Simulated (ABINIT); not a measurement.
## Quasiparticle gap of GaAs (F-43m) in ABINIT

Wanted: ground state, empty states, screening and self-energy for GaAs (F-43m).

Method: PBE and many-body steps on it, plane waves, in ABINIT 10.8.3.

**Experimental background.**

- Gap 1.51 eV: band-edge emission energy from PL (direct gap at Gamma); photoluminescence, 633 nm excitation; 77 K; bulk crystal (MBE GaAs matrix around a thin InAs wetting layer on semi-insulating GaAs (100)) (“Photoluminescence of InAs/GaAs quantum dots under direct two-photon excitation”, 2020, pmc:7331710).

- Gap 1.418 ± 0.005 eV: direct gap E0 at Gamma from PR; modulated photoreflectance, low-field lineshape fit; 300 K; bulk crystal (semi-insulating GaAs(001) reference substrate) (“Evidence of valence band perturbations in GaAsN/GaAs(001): A combined variable-angle spectroscopic ellipsometry and modulated photoreflectance investigation”, 2008, arxiv:0805.2212).

- Gap 1.42 eV: band-edge photoluminescence emission energy of the GaAs substrate; time-integrated photoluminescence; 300 K; bulk crystal ((001) GaAs substrate beneath GaBiAs epilayers) (“Investigation of the anisotropic electron g factor as a probe of the electronic structure of GaBixAs1-x/GaAs epilayers”, 2014, arxiv:1409.8467).

- Gap 1.412 ± 0.01 eV: direct gap E0 at Gamma from ellipsometry; variable-angle spectroscopic ellipsometry, parametric critical-point fit; 300 K; bulk crystal (semi-insulating GaAs(001) reference substrate with native oxide) (“Evidence of valence band perturbations in GaAsN/GaAs(001): A combined variable-angle spectroscopic ellipsometry and modulated photoreflectance investigation”, 2008, arxiv:0805.2212).

- Gap 1.42 eV: fundamental direct gap E0 at Gamma, seen as sharp points in Psi and Delta; spectroscopic ellipsometry; 300 K; bulk crystal (semi-insulating GaAs (100) substrate) (“Ellipsometric study of the Electronic Structure of GaMnAs and LT-GaAs”, 2004, arxiv:cond-mat/0404304).

Report form: the programs' logs are mostly left out.

## Step 1: The structure

The structure is cubic, space group F-43m (No. 216). The conventional cell has a = 5.654 Å, b = 5.654 Å, c = 5.654 Å, α = 90.00°, β = 90.00°, γ = 90.00°. Ga has 4 As at 2.45 Å nearest. Nearest to As lie 4 Ga at 2.45 Å. Farther neighbours are not listed.

The cell and positions come from the Crystallography Open Database and are kept as given unless a step says otherwise.

## Step 2: Ground state

This step: ABINIT 10.8.3; DFT, PBE with spin-orbit coupling, plane waves, norm-conserving pseudopotentials.

The ground-state density comes first.

The input, run.abi:

```
acell 3*1.0 Angstrom
rprim 
  0.000000000000 2.826850000000 2.826850000000
  2.826850000000 0.000000000000 2.826850000000
  2.826850000000 2.826850000000 0.000000000000
ntypat 2
znucl 31 33
natom 2
typat 1 2
xred 
  0.000000000000 0.000000000000 0.000000000000
  0.250000000000 0.250000000000 0.250000000000
pp_dirpath "pseudos"
pseudos "Ga.upf, As.upf"
ecut 45
nspinor 2
ngkpt 6 6 6
nshiftk 1
shiftk 0 0 0
kptopt 1
chksymbreak 0
nband 54
occopt 1
tolvrs 1e-10
nstep 60
prtwf 0
optforces 0
optstress 0
indata_prefix "in"
outdata_prefix "out"
tmpdata_prefix "tmp"
```

Command:

```console
$ OMP_NUM_THREADS=1 mpirun -n 8 abinit run.abi > log
```

Wall time 61 s (8 MPI ranks of Arm Neoverse V2, shared host); peak memory 0.85 GiB.

This step gave:

```yaml
total_energy: -15061.8007 eV
gap: 0.4016 eV
k_of_the_valence_top: 0, 0, 0
k_of_the_conduction_bottom: 0, 0, 0
least_direct_gap: 0.4016 eV
```

The gap is direct, at Γ.

## Step 3: Bands along the symmetry lines

The cheap functional maps the bands first; the places of the edges decide which points the dearer methods must see.

The input, run.abi:

```
acell 3*1.0 Angstrom
rprim 
  0.000000000000 2.826850000000 2.826850000000
  2.826850000000 0.000000000000 2.826850000000
  2.826850000000 2.826850000000 0.000000000000
ntypat 2
znucl 31 33
natom 2
typat 1 2
xred 
  0.000000000000 0.000000000000 0.000000000000
  0.250000000000 0.250000000000 0.250000000000
pp_dirpath "pseudos"
pseudos "Ga.upf, As.upf"
ecut 45
nspinor 2
iscf -2
irdden 1
kptopt 0
nkpt 26
kpt 
  0.00000000 0.00000000 0.00000000
  -0.12500000 -0.12500000 0.00000000
  -0.25000000 -0.25000000 0.00000000
  -0.37500000 -0.37500000 0.00000000
  -0.50000000 -0.50000000 0.00000000
  -0.46875000 -0.46875000 0.06250000
  -0.43750000 -0.43750000 0.12500000
  -0.40625000 -0.40625000 0.18750000
  -0.37500000 -0.37500000 0.25000000
  -0.37500000 0.00000000 0.37500000
  -0.28125000 0.00000000 0.28125000
  -0.18750000 0.00000000 0.18750000
  -0.09375000 0.00000000 0.09375000
  0.00000000 0.00000000 0.00000000
  0.00000000 0.00000000 0.12500000
  0.00000000 0.00000000 0.25000000
  0.00000000 0.00000000 0.37500000
  -0.00000000 -0.00000000 0.50000000
  -0.12500000 -0.06250000 0.43750000
  -0.25000000 -0.12500000 0.37500000
  -0.37500000 -0.18750000 0.31250000
  -0.50000000 -0.25000000 0.25000000
  -0.50000000 -0.31250000 0.18750000
  -0.50000000 -0.37500000 0.12500000
  -0.50000000 -0.43750000 0.06250000
  -0.50000000 -0.50000000 0.00000000
istwfk *1
nband 60
nbdbuf 6
tolwfr 1e-08
nstep 40
prtwf 0
prtvol 0
indata_prefix "in"
outdata_prefix "out"
tmpdata_prefix "tmp"
```

The job ended after 45 s (8 MPI ranks; peak memory 0.78 GiB).

Numbers from this step:

```
gap                        : 0.4016 eV
k of the valence top       : 0, 0, 0
k of the conduction bottom : 0, 0, 0
least direct gap           : 0.4016 eV
```

The gap is 0.402 eV, as in the run before at this level.

Electronic bands along the path, in eV, zero at the top of the highest filled band:

| point | band 41 | band 42 | band 43 | band 44 | band 45 | band 46 | band 47 | band 48 |
| --- | --- | --- | --- | --- | --- | --- | --- | --- |
| Γ | 0.00 | 0.00 | 0.00 | 0.00 | 0.40 | 0.40 | 3.50 | 3.50 |
| halfway | -1.86 | -1.86 | -1.75 | -1.75 | 1.87 | 1.87 | 3.16 | 3.16 |
| X | -2.83 | -2.83 | -2.75 | -2.75 | 1.36 | 1.36 | 1.55 | 1.55 |
| halfway | -3.33 | -3.30 | -2.68 | -2.68 | 1.55 | 1.55 | 2.45 | 2.48 |
| U | -4.00 | -3.94 | -2.37 | -2.37 | 1.85 | 1.86 | 4.50 | 4.56 |
| jump to K | -4.00 | -3.94 | -2.37 | -2.37 | 1.85 | 1.86 | 4.50 | 4.56 |
| halfway | -2.59 | -2.53 | -0.79 | -0.79 | 2.55 | 2.60 | 4.63 | 4.67 |
| Γ | 0.00 | 0.00 | 0.00 | 0.00 | 0.40 | 0.40 | 3.50 | 3.50 |
| halfway | -0.89 | -0.89 | -0.69 | -0.68 | 1.34 | 1.34 | 4.43 | 4.43 |
| L | -1.36 | -1.36 | -1.15 | -1.15 | 0.89 | 0.89 | 4.49 | 4.49 |
| halfway | -3.37 | -3.31 | -2.06 | -2.03 | 2.89 | 2.94 | 4.06 | 4.07 |
| W | -3.71 | -3.59 | -3.47 | -3.43 | 4.40 | 4.59 | 4.62 | 4.65 |
| halfway | -3.31 | -3.22 | -3.16 | -3.13 | 2.44 | 2.47 | 2.62 | 2.69 |
| X | -2.83 | -2.83 | -2.75 | -2.75 | 1.36 | 1.36 | 1.55 | 1.55 |

## Step 4: Empty states on the mesh, 4×4×4 mesh, 136 bands

The sums over transitions need many empty states on a uniform mesh; this step solves for them.

The input, run.abi:

```
acell 3*1.0 Angstrom
rprim 
  0.000000000000 2.826850000000 2.826850000000
  2.826850000000 0.000000000000 2.826850000000
  2.826850000000 2.826850000000 0.000000000000
ntypat 2
znucl 31 33
natom 2
typat 1 2
xred 
  0.000000000000 0.000000000000 0.000000000000
  0.250000000000 0.250000000000 0.250000000000
pp_dirpath "pseudos"
pseudos "Ga.upf, As.upf"
ecut 45
nspinor 2
ngkpt 4 4 4
nshiftk 1
shiftk 0 0 0
kptopt 1
chksymbreak 0
iscf -2
irdden 1
istwfk *1
nband 136
nbdbuf 12
tolwfr 1e-09
nstep 60
prtvol 0
indata_prefix "in"
outdata_prefix "out"
tmpdata_prefix "tmp"
```

Wall time 44 s (8 MPI ranks); peak memory 0.81 GiB; 5.9 min of CPU time.

Numbers from this step:

- gap: 0.4016 eV
- k of the valence top: 0, 0, 0
- k of the conduction bottom: 0, 0, 0
- least direct gap: 0.4016 eV
- k points computed: 8
- lowest point of the top converged band, above the valence top: 42.41 eV

On this mesh the gap is 0.402 eV.

## Step 5: Screening, 4×4×4 mesh, 124 bands, screening to 119.7 eV

The RPA dielectric matrix is built and inverted for each q.

This step: RPA screening on PBE with spin-orbit coupling, plane waves, norm-conserving pseudopotentials.

Changes to run.abi since step 4:

```diff
@@ -21,10 +21,11 @@
 chksymbreak 0
-iscf -2
-irdden 1
 istwfk *1
-nband 136
-nbdbuf 12
-tolwfr 1e-09
-nstep 60
-prtvol 0
+occopt 1
+irdwfk 1
+optdriver 3
+nband 124
+ecuteps 4.4
+inclvkb 0
+awtr 1
+symchi 1
 indata_prefix "in"
```

Wall time 86 s (8 MPI ranks); peak memory 3.9 GiB; 11 min of CPU time.

This step gave:

| Item | Value |
| --- | --- |
| ε∞ with local fields, on this mesh, along the program's q direction | 240.4 |
| the same without local fields | 256.0 |
| plasma frequency | 36.65 eV |
| plane waves in the screening matrix | 137 |

Local fields lower ε∞ by 6 %. The value itself is an artefact of the mesh, where one narrow direct gap carries too much weight.

## Step 6: Self-energy, 4×4×4 mesh, 124 bands, screening to 119.7 eV

The self-energy is evaluated for the states that the input lists, and the levels follow from it, in one-shot runs by the linearised quasiparticle equation.

This step: G0W0 on PBE with spin-orbit coupling, plane waves, norm-conserving pseudopotentials.

Changes to run.abi since step 5:

```diff
@@ -24,8 +24,15 @@
 irdwfk 1
-optdriver 3
+optdriver 4
 nband 124
+gwcalctyp 0
+ecutsigx 45
+symsigma 0
+nkptgw 1
+kptgw 
+  0.0000000000 0.0000000000 0.0000000000
+bdgw 
+  41 48
 ecuteps 4.4
-inclvkb 0
-awtr 1
-symchi 1
+irdscr 1
+ppmodel 1
 indata_prefix "in"
```

It took 34 s on 8 MPI ranks; peak memory 2.3 GiB; 4.5 min of CPU time.

Numbers from this step:

```yaml
g0w0_gap_on_the_points_computed: 1.075 eV
starting_gap_on_the_mesh: 0.4016 eV
k_of_the_valence_top: 0, 0, 0
k_of_the_conduction_bottom: 0, 0, 0
z_at_the_valence_top: 0.803
z_at_the_conduction_bottom: 0.807
least_direct_g0w0_gap_on_the_computed_points: 1.075 eV
```

The gap on the mesh goes from 0.40 eV to 1.08 eV, a correction of +0.67 eV.

Limits: finite bands, cutoff and mesh; screening head approximate; coarse k mesh. v1 is the top filled band, c1 the lowest empty one. Levels before and after the correction, in eV, zero at the valence-band top of each column:

|  | conduction bottom | valence top |
| --- | --- | --- |
| Kohn-Sham | 0.40 | 0.00 |
| G0W0 | 1.07 | 0.00 |

```
             level  energy (eV)
Kohn-Sham  Γ v4-v1        0.000
Kohn-Sham  Γ c1-c2        0.402
Kohn-Sham  Γ c3-c4        3.501
     G0W0  Γ v4-v1        0.000
     G0W0  Γ c1-c2        1.075
     G0W0  Γ c3-c4        4.019
```

## Step 7: Where the time went

Times are wall times on 8 MPI ranks of Arm Neoverse V2, shared host, good to a factor of about two.

```csv
step,time,share,memory (GiB)
ground state,61 s,23 %,0.85
bands along the symmetry lines,45 s,17 %,0.78
empty states on the mesh,44 s,16 %,0.81
screening,86 s,32 %,3.9
self-energy,34 s,13 %,2.3
```

## Step 8: Summary of results

```
PBE gap              : 0.40 eV, direct
G0W0 gap on the mesh : 1.08 eV
GW settings          : 4×4×4 mesh, 124 bands, screening to 119.7 eV, Godby-Needs plasmon pole
known limits         : not at the basis limit; screening runs away on this mesh; screening head approximate; coarse k mesh
```

In words: G0W0 moves the gap on the mesh from 0.40 eV to 1.08 eV (+0.67 eV), with Z of 0.80 and 0.81 at the edges. Local fields lower the RPA ε∞ on this mesh from 256.01 to 240.39; a Γ-centred mesh this coarse tends to raise both, most where the direct gap is narrow, while a short band sum lowers them. Only 1 of the mesh's irreducible points was corrected, so a valley elsewhere could overtake. Against experiment, by G0W0@PBE: the direct gap of 1.08 eV lies −0.43 eV from the measured 1.51 eV (exciton, 77 K, 2020); the direct gap of 1.08 eV lies −0.34 eV from the measured 1.418 ± 0.005 eV (direct, 300 K, 2008); the direct gap of 1.08 eV lies −0.34 eV from the measured 1.42 eV (exciton, 300 K, 2014); the direct gap of 1.08 eV lies −0.34 eV from the measured 1.412 ± 0.01 eV (direct, 300 K, 2008); the direct gap of 1.08 eV lies −0.34 eV from the measured 1.42 eV (direct, 300 K, 2004). An exciton line or allowed optical edge lies below the quasiparticle gap by the binding energy; a forbidden edge can push the onset above it. The calculation has static nuclei and no excitons; a measured gap holds zero-point and thermal motion, which mostly lowers it. Against the values above the computed gap that would widen the miss. A likelier cause is too strong a screening: the start's gap is only 0.40 eV, the mesh is coarse, and one shot does not repair that. Bands and cutoff are finite, so the gap is not at the basis limit. The miss can reach some tenths of an eV and take either sign; the mesh is an error of its own. In the G0W0 run levels were corrected at 1 k point alone, so a gap called «on the mesh» is the least over those, and an edge elsewhere would be missed. The 4×4×4 mesh is coarse for this cell, which bears on the long-range parts of exchange and screening. On this mesh the RPA ε∞ passes 90, more than nearly any semiconductor shows; a coarse mesh does this where one point with a narrow direct gap carries much weight. The screening is then too strong, and the G0W0 gap should not be taken as the material's. The long-wavelength limit of the screening leaves out the non-local commutator, which shifts ε∞.

[Paths, hosts, dates, memory and timing lines, banners, echoed tables and standing remarks are left out of the program output.]

[Logs are printed without paths, hosts, clocks, repeated set-up lines and the standing remarks that a program may print on its own settings, such as how far it seeks lower states.]

[Runs of the session that timed out or met a known fault of the program may be left out.]

[No measured gap is set beside runs whose start may be inverted or whose files or cutoffs have a known fault.]

[Hosts, paths, dates, database ids (printed as entryN), source tags and the programs' standing remarks are cut or masked in the printed files.]

[G0W0 gaps are taken among the corrected bands and points alone; a level outside them can change the order at an edge.]

[Where Ansatz stands beside ABINIT at settings called matched, ABINIT's density can come from a denser mesh and the files from another edition; pairs whose starting gaps differed by over 0.03 eV were left out, so agreement reads better than it is.]
